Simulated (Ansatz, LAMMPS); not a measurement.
# Gap against volume in glassy 57SiO2-36ZnO-7P2O5 (mol %) (128 atoms)

Density of this cell: 2.96 g/cm³. The cell holds 128 atoms: 25 Si, 16 Zn, 6 P and 81 O. Cell: a = 12.396 Å, b = 12.102 Å, c = 12.082 Å, α = 90.0°, β = 89.6°, γ = 92.9°. The starting structure: 128 atoms (25 Si, 16 Zn, 6 P, 81 O) placed at random at 2.93 g/cm³, melted at 4000 K for 10 ps at fixed volume with the Morse and Coulomb pair potential with partial charges (Pedone, Malavasi, Menziani, Cormack and Segre, J. Phys. Chem. B 110, 11780 (2006)). Quenched from 4000 K to 300 K at 25 K/ps and fixed volume, held 10 ps at zero pressure.

Calculated with Ansatz 0.2.0: Kohn-Sham DFT, revPBE, PAW (set soft_2), plane waves; cutoff 420 eV, Γ point, fixed occupations. The relaxed cell was scaled evenly and the atoms were relaxed at each volume. The gap is that between the highest filled and the lowest empty Kohn-Sham level on the run's k-points.

| volume (Å³/atom) | gap (eV) |
| --- | --- |
| 12.727 | 3.289 |
| 13.293 | ? |
| 13.717 | 3.167 |
| 14.142 | 3.062 |
| 14.566 | 2.955 |
| 14.990 | 2.848 |

Task: Fit a straight line in ln V to the rows given and interpolate to the withheld row.

**Working.**

A volume deformation potential makes the spacing linear in u = ln(V/V0), with V0 = 14.142 Å³ the relaxed volume; v is the spacing.

| u = ln(V/V0) | v (eV) |
| --- | --- |
| -0.105361 | 3.2892 |
| -0.0304601 | 3.1666 |
| 0 | 3.0619 |
| 0.0295586 | 2.9554 |
| 0.0582689 | 2.8484 |

With n = 5: mean u = -0.00959877, mean v = 3.0643, Σ(u − ū)² = 0.015837, Σ(u − ū)(v − v̄) = -0.042611. Slope b = -0.042611 / 0.015837 = -2.6906; intercept a = v̄ − b ū = 3.0385.

At the withheld volume u = -0.06188, and v = a + b u.

Prediction at 13.293: 3.205 eV. The run gave 3.192 eV, so the fit is high by 0.013 eV (0.40 % of the value).

The slope, -2.69 eV, says that the spacing narrows on expansion. Among the rows given, the largest miss of the fit is at 13.717, by 0.046 eV (10 % of the range of the table).

Limits: The table spans 16 % in volume, wide for a linear law. Semilocal functionals tend to put gaps under measured ones. Only the Γ point is sampled. Atoms move by up to 1.4 Å in these relaxations, so the structure changes along the series. Defect or tail levels can set the spacing of a disordered cell.

[Hosts, paths, dates, database ids (printed as entryN), source tags and the programs' standing remarks are cut or masked in the printed files.]
